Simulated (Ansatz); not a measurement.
# AlGaAs2 (zincblende [001] superlattice) (P-4m2): the gap up the ladder of methods

Aim: the gap of AlGaAs2 (zincblende [001] superlattice) (P-4m2) at several levels of theory on one structure, with the time that each takes.

Calculated with Ansatz 0.2.0; density functionals, hybrids and G0W0, plane waves, PAW.

Report form: the programs' logs are mostly left out.

The structure was built from a prototype and need not be the compound's stable phase.

## Step 1: Set-up

It takes space group P-4m2 (No. 115, tetragonal). The conventional cell has a = 4.013 Å, b = 4.013 Å, c = 5.653 Å, α = 90.00°, β = 90.00°, γ = 90.00°. Nearest to Ga lie 4 As at 2.46 Å. As has 2 Al at 2.45 Å and 2 Ga at 2.46 Å nearest. Nearest to Al lie 4 As at 2.45 Å. It derives from GaAs. Farther neighbours are not listed.

The structure was relaxed with PBEsol. The runs that relaxed it are not among those shown. The default PAW set here is soft_1. Its files were made with PBE; for other functionals the partial waves and projectors stay those of PBE.

## Step 2: PBEsol on the 6×6×4 mesh

Levels along a band path and on the mesh show where this functional puts the band edges.

This step: DFT, PBEsol, plane waves, PAW.

input.yaml reads:

```yaml
crystal:
  lattice:
    - [4.01296371, 0.0, 0.0]
    - [0.0, 4.0129615561, 0.0]
    - [0.0, 0.0, 5.6531360354]
  atoms:
    - { symbol: Ga, position: [0.0, 0.0, 0.124869138] }
    - { symbol: As, position: [0.5, 0.0, 0.3751067991] }
    - { symbol: Al, position: [0.5, 0.5, 0.6248211407] }
    - { symbol: As, position: [0.0, 0.5, 0.8745754091] }
kpoints:
  mp_grid: { grid: [6, 6, 4] }
  band_path:
    path:
      - [[0.0, 0.0, 0.0], [0.5, 0.0, 0.0], [0.5, 0.5, 0.0], [0.0, 0.5, 0.0], [0.0, 0.0, 0.0], [0.0, 0.0, 0.5], [0.5, 0.0, 0.5], [0.5, 0.5, 0.5], [0.0, 0.5, 0.5], [0.0, 0.0, 0.5]]
      - [[0.5, 0.0, 0.0], [0.5, 0.0, 0.5]]
      - [[0.0, 0.5, 0.0], [0.0, 0.5, 0.5]]
      - [[0.5, 0.5, 0.0], [0.5, 0.5, 0.5]]
    npoints: 10
hamiltonian:
  xc: pbesol
  pseudopotentials: { kind: paw, azcp: { folder: "./paw" } }
scf:
  occupations: { method: fermi_dirac, width: 0.02 }
  n_extra_bands: 5
output:
  eigenvalues: true
  forces: true
  stress: true
  write_density: true
  write_potential: true
  elf: true
  volumetric_format: npy
```

Started as:

```
$ ansatz run input.yaml --threads 3 --pin off --max-ram 92160MiB --backend cuda --events-out ev --progress --plain --runs-dir out --devices 1 --max-vram 13GiB
```

Elapsed: 8.3 s, on 1 × NVIDIA H100 80GB HBM3 (shared by 6 runs) with 3 threads of AMD EPYC 7R13 (Zen 3), shared host; peak memory 0.96 GiB.

Numbers from this step:

| Item | Value |
| --- | --- |
| pressure | -8.46e-4 GPa |
| filled bands | 23 |
| gap | 1.011 eV |
| valence top at | Γ |
| conduction bottom at | Γ |
| least direct gap | 1.011 eV |

Over mesh and path the gap is 1.011 eV, direct, at k = Γ. The program's warnings for this run: pseudo functional mismatch.

## Step 3: PBEsol+SOC on the 6×6×4 mesh

This run has two-component orbitals with spin-orbit coupling.

This step: DFT, PBEsol with spin-orbit coupling, plane waves, PAW.

input.yaml, the sections that differ from step 2:

```yaml
kpoints:
  mp_grid: { grid: [6, 6, 4] }
  band_path:
    path:
      - [0.0, 0.0, 0.0]
      - [0.5, 0.0, 0.0]
      - [0.5, 0.5, 0.0]
      - [0.0, 0.5, 0.0]
      - [0.0, 0.0, 0.5]
      - [0.5, 0.0, 0.5]
      - [0.5, 0.5, 0.5]
      - [0.0, 0.5, 0.5]
    npoints: 1
hamiltonian:
  xc: pbesol
  pseudopotentials: { kind: paw_fr, azcp: { folder: "./paw" } }
scf:
  occupations: { method: fermi_dirac, width: 0.02 }
  n_extra_bands: 10
magnetization:
  noncollinear: true
  spin_orbit: true
# crystal, output: as in step 2
```

The job ended after 17 s (1 × NVIDIA H100 80GB HBM3 (shared by 6 runs) with 3 threads; peak memory 1.2 GiB).

This step gave:

```
pressure             : -0.006588 GPa
gap                  : 0.9090 eV
valence top at       : Γ
conduction bottom at : Γ
least direct gap     : 0.9090 eV
```

Over mesh and listed points the gap is 0.909 eV, direct, at k = Γ. PBEsol+SOC against PBEsol: 0.909 − 1.011 = −0.102 eV, with the same mesh, set of files (read in its fully relativistic form for the spin-orbit run) and cutoff, and both edges at the same k points. The spin-orbit run sees mesh and listed points alone, so its gap is an upper bound: the coupling can move an edge off these points, the more so as this crystal has no centre of inversion, and the change over the zone, its sign included where it is small, is not known. The program's warnings for this run: pseudo functional mismatch.

## Step 4: HSE06 on the 4×4×4 mesh

HSE06 mixes in a quarter of exact exchange at short range.

This step: DFT, HSE06, plane waves, PAW.

input.yaml reads:

```yaml
crystal:
  lattice:
    - [4.01296371, 0.0, 0.0]
    - [0.0, 4.0129615561, 0.0]
    - [0.0, 0.0, 5.6531360354]
  atoms:
    - { symbol: Ga, position: [0.0, 0.0, 0.124869138] }
    - { symbol: As, position: [0.5, 0.0, 0.3751067991] }
    - { symbol: Al, position: [0.5, 0.5, 0.6248211407] }
    - { symbol: As, position: [0.0, 0.5, 0.8745754091] }
kpoints:
  mp_grid: { grid: [4, 4, 4] }
  band_path:
    path:
      - [0.0, 0.0, 0.0]
      - [0.5, 0.0, 0.0]
      - [0.5, 0.5, 0.0]
      - [0.0, 0.5, 0.0]
      - [0.0, 0.0, 0.5]
      - [0.5, 0.0, 0.5]
      - [0.5, 0.5, 0.5]
      - [0.0, 0.5, 0.5]
    npoints: 1
hamiltonian:
  xc: hse06
  pseudopotentials: { kind: paw, azcp: { folder: "./paw" } }
scf:
  occupations: { method: fixed }
  n_extra_bands: 5
output:
  eigenvalues: true
```

Run time: 42 s. Hardware: 1 × NVIDIA H100 80GB HBM3 (shared by 6 runs) with 3 threads; peak memory 1.2 GiB; 21 s of CPU time.

Numbers from this step:

```
gap                     : 1.878 eV
valence top at          : Γ
conduction bottom at    : T
least direct gap        : 1.952 eV
exact-exchange fraction : 0.25
```

Over mesh and listed points the gap is 1.878 eV, from k = Γ to k = (0.000, 0.500, 0.500). The least direct gap found is 1.952 eV, at k = Γ. HSE06 against PBEsol: 1.878 − 1.011 = +0.867 eV. The runs also differ in mesh (6×6×4 and 4×4×4), and the conduction bottom lies at another k point, so how much of this comes from the functional alone is not known.

## Step 5: G0W0@PBEsol, 4×4×4 mesh, 271 empty bands, screening to 120 eV

G0W0 replaces the xc potential by a self-energy built once from the orbitals of the start. Levels are corrected in the window of bands that the input names, at points of the mesh.

This step: G0W0 on PBEsol, plane waves, PAW.

input.yaml reads:

```yaml
crystal:
  lattice:
    - [4.01296371, 0.0, 0.0]
    - [0.0, 4.0129615561, 0.0]
    - [0.0, 0.0, 5.6531360354]
  atoms:
    - { symbol: Ga, position: [0.0, 0.0, 0.124869138] }
    - { symbol: As, position: [0.5, 0.0, 0.3751067991] }
    - { symbol: Al, position: [0.5, 0.5, 0.6248211407] }
    - { symbol: As, position: [0.0, 0.5, 0.8745754091] }
kpoints:
  mp_grid: { grid: [4, 4, 4] }
hamiltonian:
  xc: pbesol
  pseudopotentials: { kind: paw, azcp: { folder: "./paw" } }
scf:
  occupations: { method: fixed }
gw:
  n_empty_bands: 271
  ecut_chi: 120.0
  qp_bands: [v2, c2]
  qp_kpoints: band_edges
  screening: { model: contour_deformation }
```

Run time: 30 s. Hardware: 1 × NVIDIA H100 80GB HBM3 (shared by 6 runs) with 3 threads; peak memory 1.6 GiB; 18 s of CPU time.

Numbers from this step:

```yaml
bands_summed: 294
rpa_eps_infinity_on_this_mesh_eigenvalues: 17.15, 20.54, 20.54
plane_waves_in_the_screening_matrix: 263
g0w0_gap_over_the_corrected_points: 1.777 eV
k_of_the_valence_top: 0, 0, 0
k_of_the_conduction_bottom: 0, -0.5, -0.5
starting_gap_on_the_mesh: 1.005 eV
z_at_the_valence_top: 0.7596
z_at_the_conduction_bottom: 0.7736
least_direct_g0w0_gap_over_the_corrected_points: 1.871 eV
```

Over 10 of 27 irreducible mesh points the G0W0 gap is 1.777 eV, from k = Γ to k = (0.000, -0.500, -0.500). The PBEsol gap of this run on the mesh is 1.005 eV. Other states bound it: the two that bound the G0W0 gap lie 1.013 eV apart in PBEsol, so state for state the correction is 1.777 − 1.013 = +0.764 eV, while gap against gap it is 1.777 − 1.005 = +0.772 eV. The program's warnings for this run: pseudo functional mismatch.

## Step 6: All levels together

Each gap is the least one over the points named; times are wall times on shared hosts, not benchmarks. A G0W0 time includes the run's own self-consistent start. Runs with listed points see these and the mesh alone, so an edge that moves elsewhere is missed. Rows marked * are further runs, not shown as steps, whose inputs differ from the G0W0 step on the same start in the columns given; solver thresholds can differ too. Symmetry makes (0.000, 0.500, 0.500) and (0.000, -0.500, -0.500) one point.

```
       level   mesh       files, cutoff  bands summed, screening                            points  gap (eV)  valence top        conduction bottom  least direct gap (eV)   time
      PBEsol  6×6×4  soft_1 PAW, 420 eV                        -                     mesh and path     1.011            Γ                        Γ                  1.011  8.3 s
  PBEsol+SOC  6×6×4  soft_1 PAW, 420 eV                        -            mesh and listed points     0.909            Γ                        Γ                  0.909   17 s
       HSE06  4×4×4  soft_1 PAW, 420 eV                        -            mesh and listed points     1.878            Γ    (0.000, 0.500, 0.500)                  1.952   42 s
G0W0@PBEsol*  4×4×4  soft_1 PAW, 420 eV                91, 48 eV  12 of 27 irreducible mesh points     1.616            Γ  (-0.500, -0.500, 0.000)                  1.664   24 s
 G0W0@PBEsol  4×4×4  soft_1 PAW, 420 eV              294, 120 eV  10 of 27 irreducible mesh points     1.777            Γ  (0.000, -0.500, -0.500)                  1.871   30 s
```

## Step 7: What came out

```
PBEsol, over mesh and path                                            : 1.011 eV
PBEsol+SOC, over mesh and listed points                               : 0.909 eV
HSE06, over mesh and listed points                                    : 1.878 eV
G0W0@PBEsol (294 bands, 4×4×4), over 10 of 27 irreducible mesh points : 1.777 eV
known limits                                                          : finite bands, screening cutoff and k mesh; no spin-orbit coupling in G0W0; d shells not analysed
```

**Reading.** The rows run from 0.909 eV (PBEsol+SOC) to 1.878 eV (HSE06). They differ in mesh, bands and screening cutoff of G0W0 and the points over which the gap was sought as well as in level, so only pairs that share these are like for like. PBEsol+SOC against PBEsol: 0.909 − 1.011 = −0.102 eV, with the same mesh, set of files (read in its fully relativistic form for the spin-orbit run) and cutoff, and both edges at the same k points. The spin-orbit run sees mesh and listed points alone, so its gap is an upper bound: the coupling can move an edge off these points, the more so as this crystal has no centre of inversion, and the change over the zone, its sign included where it is small, is not known. G0W0@PBEsol (294 bands, 4×4×4) moves the gap of its own start on the mesh by 1.777 − 1.005 = +0.772 eV, with other states at the edges (they lie 1.013 eV apart at the start). Both edges that PBEsol shows over mesh and path lie at k points where levels were corrected. G0W0 has the conduction bottom at another k point than that. Levels at other points were not corrected, so a lower G0W0 gap elsewhere in the zone is not ruled out. What spin-orbit coupling does to the G0W0 levels was not computed, so no sum with the G0W0 gap is formed. For G0W0@PBEsol: from 91 bands and 48 eV to 294 bands and 120 eV the gap moves by 1.777 − 1.616 = +0.161 eV; bands and screening cutoff rise together, so their parts are not told apart. The states that bound the gap change along the series, so no limit is drawn and it is not known. For G0W0@PBEsol (294 bands, 4×4×4): the program's warnings for this run: pseudo functional mismatch. For the further run with 91 bands on the 4×4×4 mesh, the program warns: pseudo functional mismatch. The G0W0 runs are scalar-relativistic. One-shot GW is known to converge slowly in bands for compounds with shallow d shells. The cell holds Ga; the filling of the d shell and its place against the gap were not analysed here. No pair of G0W0 runs that differ in the mesh alone is shown (4×4×4 is a supercell whose nearest images lie 16 Å apart), so the error from the mesh is not known here. G0W0 is shown with one set of atomic data (soft_1 PAW), so the error from the files is not known here.

[Paths, hosts, dates, memory and timing lines, banners, echoed tables and standing remarks are left out of the program output.]

[Logs are printed without paths, hosts, clocks, repeated set-up lines and the standing remarks that a program may print on its own settings, such as how far it seeks lower states.]

[Runs of the session that timed out or met a known fault of the program may be left out.]

[Cells called generated may have been cut or substituted from an entry of the Crystallography Open Database or the Materials Project.]

[Hosts, paths, dates, database ids (printed as entryN), source tags and the programs' standing remarks are cut or masked in the printed files.]

[Where an RPA ε∞ is given, it is that of the G0W0 mesh and is not shown converged in it. Names of k-points follow the symmetry that the program found, which can be lower than the space group named. Band edges on a path are those of the sampled points; other points can move an edge, and change direct to indirect where valleys lie close.]

[Hybrid gaps are those of their k-mesh and are not shown converged in it.]
